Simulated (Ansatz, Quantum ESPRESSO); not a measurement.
# BaHF (P-6m2): Raman and infrared activity, part 2 of 4

Aim: Raman and infrared lines of BaHF (P-6m2).

Quantum ESPRESSO 8.0 development, patched; DFT LDA, scalar-relativistic, plane waves, PseudoDojo norm-conserving pseudopotentials.

So far. Step 2 (A first look): A gap of 2.3 eV opens on this mesh, so the crystal is taken as an insulator; the start stands at -2.0 GPa. Step 4 (Ground state): The cell stands at -0.0017 GPa, close enough for phonons. The relaxed cell has a = 4.210, c = 3.862 Å (conventional setting).

The structure was built from a prototype and need not be the compound's stable phase.

## Step 5: Linear response at Γ

At q = 0 one unit cell holds all displacements; symmetry groups them into irreducible representations that are solved one by one. The response to a field gives ε∞ and the Born charges, which polar modes need. Third-order response adds the Raman tensors.

Contents of ph.in:

```
phonons
&INPUTPH
  prefix = 'x'
  outdir = './tmp'
  fildyn = 'g.dyn'
  tr2_ph = 1.0d-18
  epsil  = .true.
  lraman = .true.
  elop   = .true.
/
0.000000000000 0.000000000000 0.000000000000
```

Started as:

```bash
> OMP_NUM_THREADS=1 mpirun -n 4 ph.x -nk 4 -in ph.in > ph.out
```

The program printed:

```text
[banners, grids, parts of the stress and lines that vanish by symmetry left out]
[banner, memory and clock lines left out]
Program PHONON v.8.0dev

[...]
(   1q-points):
[...]
Exchange-correlation= PW
                           (   1   4   0   0   0   0   0)
[...]
kinetic-energy cut-off    =      84.0000  Ry
     charge density cut-off    =     336.0000  Ry
     convergence threshold     =      1.0E-18
[...]
Exchange-correlation= PW
                           (   1   4   0   0   0   0   0)
[...]
q = (   0.0000000   0.0000000   0.0000000 )
     13 Sym.Ops. (with q -> -q+G )
     G cutoff =  538.6971  (  41653 G-vectors)     FFT grid: ( 48, 48, 45)
     number of k points=    42
[...]
Mode symmetry, D_3h (-62m) point group:
[...]
Dielectric constant
[...]
End of electric fields calculation
          Dielectric constant in cartesian axis
          (       3.579654014       0.000000000       0.000000000 )
          (       0.000000000       3.579654014      -0.000000000 )
          (       0.000000000      -0.000000000       3.305000327 )
          Effective charges (d Force / dE) in cartesian axis without acoustic sum rule applied (asr)
           atom    1  Ba    Mean Z*:        2.53951
      Ex  (        2.88109       -0.00000        0.00000 )
      Ey  (       -0.00000        2.88109        0.00000 )
      Ez  (        0.00000        0.00000        1.85635 )
           atom    2  F     Mean Z*:       -1.50080
      Ex  (       -1.84914       -0.00000        0.00000 )
      Ey  (       -0.00000       -1.84914       -0.00000 )
      Ez  (       -0.00000        0.00000       -0.80413 )
           atom    3  H     Mean Z*:       -1.03723
      Ex  (       -1.03187       -0.00000       -0.00000 )
      Ey  (       -0.00000       -1.03187        0.00000 )
      Ez  (        0.00000       -0.00000       -1.04793 )
          Effective charges Sum: Mean:        0.00148
[...]
Effective charges (d Force / dE) in cartesian axis with asr applied:
           atom    1  Ba    Mean Z*:        2.53902
[...]
atom    2  F     Mean Z*:       -1.50130
[...]
atom    3  H     Mean Z*:       -1.03772
[...]
Dielectric constant from finite-differences
          (       3.579606091       0.000000000       0.000000000 )
          (       0.000000000       3.579606091       0.000000000 )
          (       0.000000000       0.000000000       3.304944045 )
[...]
(       0.000000000      17.738537986       0.000000000 )
          (      17.738537986       0.000000005       0.000000000 )
          (       0.000000000       0.000000000       0.000000000 )
          (      17.738537986       0.000000005       0.000000000 )
          (       0.000000005     -17.738537985       0.000000000 )
          (       0.000000000       0.000000000       0.000000000 )
          (       0.000000000       0.000000000       0.000000000 )
          (       0.000000000       0.000000000       0.000000000 )
[...]
(      -0.000000000       0.361587126      -0.000000000 )
          (      -0.000000000      -0.000000000       0.000000000 )
          (       0.000000000       0.000000000       0.000000000 )
          (       0.000000000       0.000000000       0.000000000 )
          (       0.000000000       0.000000000       0.000000000 )
[...]
Representation #   1 modes #   1   2
[...]
End of self-consistent calculation
     Convergence has been achieved
     Representation #   2 modes #   3   4
[...]
End of self-consistent calculation
     Convergence has been achieved
     Representation #   3 modes #   5   6
[...]
End of self-consistent calculation
     Convergence has been achieved
     Representation #   4 mode #   7
[...]
End of self-consistent calculation
     Convergence has been achieved
     Representation #   5 mode #   8
[...]
End of self-consistent calculation
     Convergence has been achieved
     Representation #   6 mode #   9
[...]
End of self-consistent calculation
     Convergence has been achieved
[...]
Dielectric constant in cartesian axis
          (       3.579654014       0.000000000       0.000000000 )
          (       0.000000000       3.579654014      -0.000000000 )
          (       0.000000000      -0.000000000       3.305000327 )
          Effective charges (d Force / dE) in cartesian axis without acoustic sum rule applied (asr)
           atom    1  Ba    Mean Z*:        2.53951
      Ex  (        2.88109       -0.00000        0.00000 )
      Ey  (       -0.00000        2.88109        0.00000 )
      Ez  (        0.00000        0.00000        1.85635 )
           atom    2  F     Mean Z*:       -1.50080
      Ex  (       -1.84914       -0.00000        0.00000 )
      Ey  (       -0.00000       -1.84914       -0.00000 )
      Ez  (       -0.00000        0.00000       -0.80413 )
           atom    3  H     Mean Z*:       -1.03723
      Ex  (       -1.03187       -0.00000       -0.00000 )
      Ey  (       -0.00000       -1.03187        0.00000 )
      Ez  (        0.00000       -0.00000       -1.04793 )
          Effective charges Sum: Mean:        0.00148
[...]
Effective charges (d Force / dE) in cartesian axis with asr applied:
           atom    1  Ba    Mean Z*:        2.53902
[...]
atom    2  F     Mean Z*:       -1.50130
[...]
atom    3  H     Mean Z*:       -1.03772
[...]
q = (    0.000000000   0.000000000   0.000000000 )
[...]
freq (    1) =       0.027202 [THz] =       0.907353 [cm-1]
     freq (    2) =       0.032450 [THz] =       1.082431 [cm-1]
     freq (    3) =       0.032450 [THz] =       1.082431 [cm-1]
     freq (    4) =       1.888833 [THz] =      63.004673 [cm-1]
     freq (    5) =       8.932076 [THz] =     297.941997 [cm-1]
     freq (    6) =       8.932076 [THz] =     297.941997 [cm-1]
     freq (    7) =      12.963398 [THz] =     432.412419 [cm-1]
     freq (    8) =      12.963398 [THz] =     432.412420 [cm-1]
     freq (    9) =      14.324244 [THz] =     477.805338 [cm-1]
[...]
Mode symmetry, D_3h (-62m) point group:
     freq (   1-   1) =          0.9  [cm-1]   --> A''2            I
     freq (   2-   3) =          1.1  [cm-1]   --> E'              I+R
     freq (   4-   4) =         63.0  [cm-1]   --> A''2            I
     freq (   5-   6) =        297.9  [cm-1]   --> E'              I+R
     freq (   7-   8) =        432.4  [cm-1]   --> E'              I+R
     freq (   9-   9) =        477.8  [cm-1]   --> A''2            I
```

Wall time 8.3 min (4 MPI ranks of Intel Xeon Platinum 8559C (Emerald Rapids), shared host); 33 min of CPU time.

This step gave:

- miss of the charge sum rule: 0.004290 e
- largest acoustic frequency at the zone centre before the sum rule: 1.08 cm⁻¹
- highest optical zone-centre mode (no LO-TO term): 477.8 cm⁻¹
- lowest optical zone-centre mode: 63 cm⁻¹
- mean high-frequency dielectric constant: 3.488
- largest Born charge in size (third of the trace): 2.540 e

Born charge (rows field, columns displacement), before the sum rule (e), principal values of the symmetric part by kind of site:

```
atom  atoms with these values    low  middle   high   mean
 Ba1                        1   1.86    2.88   2.88   2.54
  F2                        1  -1.85   -1.85  -0.80  -1.50
  H3                        1  -1.05   -1.03  -1.03  -1.04
```

In full for F2:

```
-1.85  0.00  0.00
 0.00 -1.85  0.00
 0.00  0.00 -0.80
```

High-frequency dielectric tensor:

```
3.58 0.00 0.00
0.00 3.58 0.00
0.00 0.00 3.31
```

The acoustic modes at Γ come out as far as 1.1 cm⁻¹ from zero, where they should vanish, a small numerical error; the Born charges miss their sum rule by 0.0043 e, which is good.

## Step 6: Modes with the sum rule

A rigid shift of the crystal must cost nothing, but grids and finite bases break this; the acoustic sum rule is imposed before the matrix is diagonalised again. With Born charges the intensities follow, and the static dielectric tensor.

Contents of dynmat.in:

```
&INPUT
  fildyn = 'g.dyn'
  asr    = 'crystal'
  fileig = 'dynmat.eig'
  lperm  = .true.
/
```

Started as:

```bash
> dynmat.x -in dynmat.in > dynmat.out
```

The program printed:

```text
[banner, memory and clock lines left out]
Program DYNMAT v.8.0dev

     Reading Dynamical Matrix from file g.dyn
     ...Force constants read
     ...epsilon and Z* read
     ...Raman cross sections read
     Acoustic Sum Rule: || Z*(ASR) - Z*(orig)|| =    2.477542E-03
     Acoustic Sum Rule: ||dyn(ASR) - dyn(orig)||=    1.360334E-05
     A direction for q was not specified:TO-LO splitting will be absent

     Polarizability (A^3 units)
     multiply by 0.546637 for Clausius-Mossotti correction (not under assume_isolated = 'mt')
        12.168705    0.000000    0.000000
         0.000000   12.168705   -0.000000
         0.000000   -0.000000   10.873113

     IR activities are in (D/A)^2/amu units
     Raman activities are in A^4/amu units
     multiply Raman by 0.089289 for Clausius-Mossotti correction (not under assume_isolated = 'mt')

# mode   [cm-1]    [THz]      IR          Raman   depol.fact
    1     -0.00   -0.0000    0.0000         0.0000    0.7500
    2      0.00    0.0000    0.0000         0.0000    0.7500
    3      0.00    0.0000    0.0000         0.0000    0.7500
    4     62.98    1.8880    3.2333         0.0000    0.7484
    5    297.94    8.9319   19.3145        29.2549    0.7500
    6    297.94    8.9319   19.3145        29.2549    0.7500
    7    432.44   12.9641   10.6039       191.8888    0.7500
    8    432.44   12.9641   10.6039       191.8888    0.7500
    9    477.83   14.3248   23.3361         0.0000    0.6386

Electronic dielectric permittivity tensor (relative, adimensional)
         3.579654    0.000000    0.000000
         0.000000    3.579654   -0.000000
         0.000000   -0.000000    3.305000

 ... with zone-center polar mode contributions
        13.448726   -0.000000   -0.000000
        -0.000000   13.448726   -0.000000
        -0.000000   -0.000000   36.315577
```

Run time: 0.57 s. Hardware: 1 thread.

This step gave:

* lowest optical zone-centre mode: 62.98 cm⁻¹
* mean static dielectric constant: 21.07

Unit eigenvectors of the mass-weighted matrix after the sum rule; no LO-TO term. The modes at Γ (shares of kinetic energy by element, %):

```
mode  frequency (cm⁻¹)  symmetry  Ba %  F %  H %
   1               0.0  acoustic    87   12    1
   2               0.0  acoustic    87   12    1
   3               0.0  acoustic    87   12    1
   4              63.0      A''2    13   85    2
   5             297.9        E'    12   66   22
   6             297.9        E'    12   66   22
   7             432.4        E'     1   22   77
   8             432.4        E'     1   22   77
   9             477.8      A''2     0    3   97
```

Displacements in mode 4 (63.0 cm⁻¹), the largest set to 1:
```
Ba1  0.00  0.00 -0.14
F2   0.00  0.00  1.00
H3   0.00  0.00  0.66
```

Displacements in mode 7 (432.4 cm⁻¹), the largest set to 1:
```
Ba1  0.01  0.00  0.00
F2  -0.12  0.00  0.00
H3   1.00  0.00  0.00
```

Degenerate modes summed, no LO-TO term. Lines of the infrared spectrum (strongest = 100):

```
position (cm⁻¹)  lines merged  label  IR intensity, relative
             63             1   A''2                     8.4
            298             2     E'                     100
            432             2     E'                      55
            478             1   A''2                      60
```

Degenerate modes summed. Raman lines, with heights relative to the strongest:

```
position (cm⁻¹)  lines merged  label  Raman activity, relative
             63             1   A''2                       0.0
            298             2     E'                        15
            432             2     E'                       100
            478             1   A''2                       0.0
```

Static dielectric tensor (ions relaxed, fixed cell):

```
13.45  0.00  0.00
 0.00 13.45  0.00
 0.00  0.00 36.32
```

The rule moves no optical mode by more than 0.1 cm⁻¹.

## Step 7: Sum rules set otherwise: a sum rule for molecules or wires on a crystal

This rule also removes rotations, which suits molecules and not a crystal; it is tried to see the harm.

Contents of dynmat.in:

```
&INPUT
  fildyn = 'g.dyn'
  asr    = 'zero-dim'
  fileig = 'dynmat.eig'
  lperm  = .true.
/
```

Started as:

```bash
> dynmat.x -in dynmat.in > dynmat.out
```

The program printed:

```text
[banner, memory and clock lines left out]
Program DYNMAT v.8.0dev

     Reading Dynamical Matrix from file g.dyn
     ...Force constants read
     ...epsilon and Z* read
     ...Raman cross sections read
     Warning: this looks like a crystal, not a molecule in a box: use asr = 'crystal'
     Acoustic Sum Rule: || Z*(ASR) - Z*(orig)|| =    8.501973E-01
     Acoustic Sum Rule: ||dyn(ASR) - dyn(orig)||=    2.468354E-01
     Message from routine dynmat:
     WARNING: the charges keep any dipole. Ignore the strengths of the modes set to zero; with q typed a rigid rotation may get a frequency
     A direction for q was not specified:TO-LO splitting will be absent

     Polarizability (A^3 units)
     multiply by 0.546637 for Clausius-Mossotti correction (not under assume_isolated = 'mt')
        12.168705    0.000000    0.000000
         0.000000   12.168705   -0.000000
         0.000000   -0.000000   10.873113

     IR activities are in (D/A)^2/amu units
     Raman activities are in A^4/amu units
     multiply Raman by 0.089289 for Clausius-Mossotti correction (not under assume_isolated = 'mt')

# mode   [cm-1]    [THz]      IR          Raman   depol.fact
    1     -0.00   -0.0000   18.1355        97.7169    0.7500
    2     -0.00   -0.0000    5.5954        14.9898    0.7500
    3     -0.00   -0.0000    0.0741         0.2417    0.7500
    4      0.00    0.0000    0.5611         0.8547    0.7500
    5      0.00    0.0000    0.5502         0.7308    0.7500
    6      0.00    0.0000    8.8356         3.1585    0.7500
    7    319.86    9.5893    9.7883         0.6770    0.7500
    8    423.86   12.7071   24.5401       126.3196    0.7500
    9    607.02   18.1981   19.6386       197.5985    0.7500

Electronic dielectric permittivity tensor (relative, adimensional)
         3.579654    0.000000    0.000000
         0.000000    3.579654   -0.000000
         0.000000   -0.000000    3.305000

 ... with zone-center polar mode contributions
         6.487631    1.389319    2.223056
         1.389319    8.920055    0.235515
         2.223056    0.235515    5.330974
```

It took 0.58 s on 1 thread.

The program raised no error, yet the settings are not those of a careful run.

The fault: a sum rule for molecules or wires on a crystal; 3 optical modes are projected out to zero frequency, as if they were rotations, and the static dielectric tensor is spoilt.

For a crystal the rule has to be 'simple' or 'crystal'.

Zone-centre frequencies as printed; negative means imaginary. Modes:

```
mode  frequency (cm⁻¹)
   1                 0
   2                 0
   3                 0
   4                 0
   5                 0
   6                 0
   7             319.9
   8             423.9
   9               607
```

## Step 8: Sum rules set otherwise (asr simple)

The rule can be imposed in more than one way; the choices should agree where the raw error is small.

Contents of dynmat.in:

```
&INPUT
  fildyn = 'g.dyn'
  asr    = 'simple'
  fileig = 'dynmat.eig'
  lperm  = .true.
/
```

Started as:

```bash
> dynmat.x -in dynmat.in > dynmat.out
```

The program printed:

```text
[banner, memory and clock lines left out]
Program DYNMAT v.8.0dev

     Reading Dynamical Matrix from file g.dyn
     ...Force constants read
     ...epsilon and Z* read
     ...Raman cross sections read
     A direction for q was not specified:TO-LO splitting will be absent

     Polarizability (A^3 units)
     multiply by 0.546637 for Clausius-Mossotti correction (not under assume_isolated = 'mt')
        12.168705    0.000000    0.000000
         0.000000   12.168705   -0.000000
         0.000000   -0.000000   10.873113

     IR activities are in (D/A)^2/amu units
     Raman activities are in A^4/amu units
     multiply Raman by 0.089289 for Clausius-Mossotti correction (not under assume_isolated = 'mt')

# mode   [cm-1]    [THz]      IR          Raman   depol.fact
    1     -0.00   -0.0000    0.0000         0.0000    0.7500
    2     -0.00   -0.0000    0.0000         0.0000    0.7500
    3      0.00    0.0000    0.0000         0.0000    0.7500
    4     62.96    1.8876    3.2330         0.0000    0.7479
    5    297.93    8.9318   19.3154        29.2599    0.7500
    6    297.93    8.9318   19.3154        29.2599    0.7500
    7    432.41   12.9633   10.6030       191.8838    0.7500
    8    432.41   12.9633   10.6030       191.8838    0.7500
    9    477.81   14.3244   23.3364         0.0000    0.6005

Electronic dielectric permittivity tensor (relative, adimensional)
         3.579654    0.000000    0.000000
         0.000000    3.579654   -0.000000
         0.000000   -0.000000    3.305000

 ... with zone-center polar mode contributions
        13.449342   -0.000000   -0.000000
        -0.000000   13.449342    0.000000
        -0.000000    0.000000   36.325205

 )
 **************************************************************************
```

Wall time 0.55 s (1 thread).

Read from the output:

```yaml
lowest_optical_zone_centre_mode: 62.96 cm⁻¹
```

Zone-centre frequencies as printed; negative means imaginary. Modes:

```
mode  frequency (cm⁻¹)
   1                 0
   2                 0
   3                 0
   4             62.96
   5             297.9
   6             297.9
   7             432.4
   8             432.4
   9             477.8
```

Against the first rule no mode moves by more than 0.1 cm⁻¹.

## Step 9: Modes along a direction of q (1 0 0)

A longitudinal polar mode sets up a macroscopic field that stiffens it; the term hangs on the direction from which q goes to zero.

Contents of dynmat.in:

```
&INPUT
  fildyn = 'g.dyn'
  asr    = 'crystal'
  fileig = 'dynmat.eig'
  q(1)   = 1.0
  q(2)   = 0.0
  q(3)   = 0.0
/
```

Started as:

```bash
> dynmat.x -in dynmat.in > dynmat.out
```

The program printed:

```text
[banner, memory and clock lines left out]
Program DYNMAT v.8.0dev

     Reading Dynamical Matrix from file g.dyn
     ...Force constants read
     ...epsilon and Z* read
     ...Raman cross sections read
     Acoustic Sum Rule: || Z*(ASR) - Z*(orig)|| =    2.477542E-03
     Acoustic Sum Rule: ||dyn(ASR) - dyn(orig)||=    1.360334E-05

     Polarizability (A^3 units)
     multiply by 0.546637 for Clausius-Mossotti correction (not under assume_isolated = 'mt')
        12.168705    0.000000    0.000000
         0.000000   12.168705   -0.000000
         0.000000   -0.000000   10.873113

     IR activities are in (D/A)^2/amu units
     Raman activities are in A^4/amu units
     multiply Raman by 0.089289 for Clausius-Mossotti correction (not under assume_isolated = 'mt')

# mode   [cm-1]    [THz]      IR          Raman   depol.fact
    1     -0.00   -0.0000    0.0000         0.0000    0.7500
    2      0.00    0.0000    0.0000         0.0000    0.7500
    3      0.00    0.0000    0.0000         0.0000    0.7500
    4     62.98    1.8880    3.2333         0.0000    0.7491
    5    297.94    8.9319   19.3145        29.2549    0.7500
    6    379.87   11.3881    0.8195        32.6814    0.7500
    7    432.44   12.9641   10.6039       191.8888    0.7500
    8    477.83   14.3248   23.3361         0.0000    0.6378
    9    657.41   19.7086   29.0988       188.4623    0.7500

[end of the log left out, with the tail of the file of modes that dynmat.x writes under the same name]
```

Run time: 0.56 s. Hardware: 1 thread.

Numbers from this step:

| Quantity | Value |
| --- | --- |
| highest mode moved by the LO-TO term | 657.4 cm⁻¹ |

Zone-centre frequencies as printed; negative means imaginary. Modes:

```
mode  frequency (cm⁻¹)
   1                 0
   2                 0
   3                 0
   4             62.98
   5             297.9
   6             379.9
   7             432.4
   8             477.8
   9             657.4
```

The field moves 2 modes; the highest of them now lies at 657 cm⁻¹, where the highest that moved away lay at 432.

(Part 2 of 4 ends here.)

[Host names and launcher messages were left out of these logs when they were recorded.]

[Logs are printed without paths, hosts, clocks, repeated set-up lines and the standing remarks that a program may print on its own settings, such as how far it seeks lower states.]

[Hosts, paths, dates, database ids (printed as entryN), source tags and the programs' standing remarks are cut or masked in the printed files.]
